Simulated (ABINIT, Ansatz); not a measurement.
Computed results, one entry a study.

### Ga2O3 (C2/m): one start, several treatments of the self-energy

It takes space group C2/m (No. 12, monoclinic). The conventional cell has a = 12.214 Å, b = 3.037 Å, c = 5.798 Å, α = 90.00°, β = 103.83°, γ = 90.00°. Nearest to Ga lie 4 O at 1.83 to 1.86 Å. Nearest to Ga lie 6 O at 1.94 to 2.07 Å. Nearest to O lie 3 Ga at 1.83 to 1.94 Å. Nearest to O lie 4 Ga at 1.86 to 2.07 Å. Nearest to O lie 3 Ga at 1.83 to 1.94 Å. Farther neighbours, and contacts between anions beyond the nearest, are not listed.

| Item | Value |
| --- | --- |
| method | RPA screening on PBE, plane waves, norm-conserving pseudopotentials (and 4 further levels or steps) |
| program | ABINIT 10.8.3 |
| settings | cutoff 45 Ha, PseudoDojo scalar-relativistic 0.4 stringent, norm-conserving, ngkpt (4, 4, 2), nband 156, ecuteps 4.2 Ha, gwcalctyp 2, nfreqre 16, nfreqim 8, inclvkb 2, freqremax 40 eV, spmeth 1, nomegasf 120, shiftk (0, 0, 0), symchi 1, awtr 1, frequency cd, 4×4×2 k-mesh |
| cost | 9 runs, 38 min in all on 16 MPI ranks of Arm Neoverse N1, shared host |
| notes | The program’s warnings: Min real frequency set to default [Ha] = and nproc spkpt=  >= nkpt= * nsppol=. The cell and positions come from the Crystallography Open Database and are kept as given unless a step says otherwise. Limits: no spin-orbit coupling. Static COHSEX lies above G0W0: it lacks the factor Z and overstates the Coulomb hole of the filled states. The 4×4×2 mesh is coarse for this cell, which bears on the long-range parts of exchange and screening. |
| G0W0, Godby-Needs plasmon pole | 4.046 eV |
| G0W0, von der Linden-Horsch plasmon pole | 4.029 eV |
| G0W0, Hybertsen-Louie plasmon pole | 4.306 eV |
| one-shot COHSEX | 5.084 eV |
| one-shot Hartree-Fock | 12.662 eV |
| G0W0, contour deformation | 4.025 eV |
| known limits | short of the basis limit; no spin-orbit coupling; coarse k mesh |

G0W0, von der Linden-Horsch plasmon pole: −0.017 eV against G0W0, Godby-Needs plasmon pole. G0W0, Hybertsen-Louie plasmon pole: +0.260 eV against G0W0, Godby-Needs plasmon pole.

[Paths, hosts, dates, memory and timing lines, banners, echoed tables and standing remarks are left out of the program output; an Ansatz launch command may be rebuilt from the run's recorded settings. Measured values are a selection of at most five: reports struck by readers or far from the other reports are left out. None is set beside runs whose start may be inverted or whose files or cutoffs have a known fault.]

[Runs of the session that timed out or met a known fault of the program may be left out.]

[Hosts, paths, dates, database ids (printed as entryN), source tags and the programs' standing remarks are cut or masked in the printed files.]

[G0W0 gaps are taken among the corrected bands and points alone; a level outside them can change the order at an edge.]

[Where Ansatz stands beside ABINIT at settings called matched, ABINIT's density can come from a denser mesh and the files from another edition; pairs whose starting gaps differed by over 0.03 eV were left out, so agreement reads better than it is.]
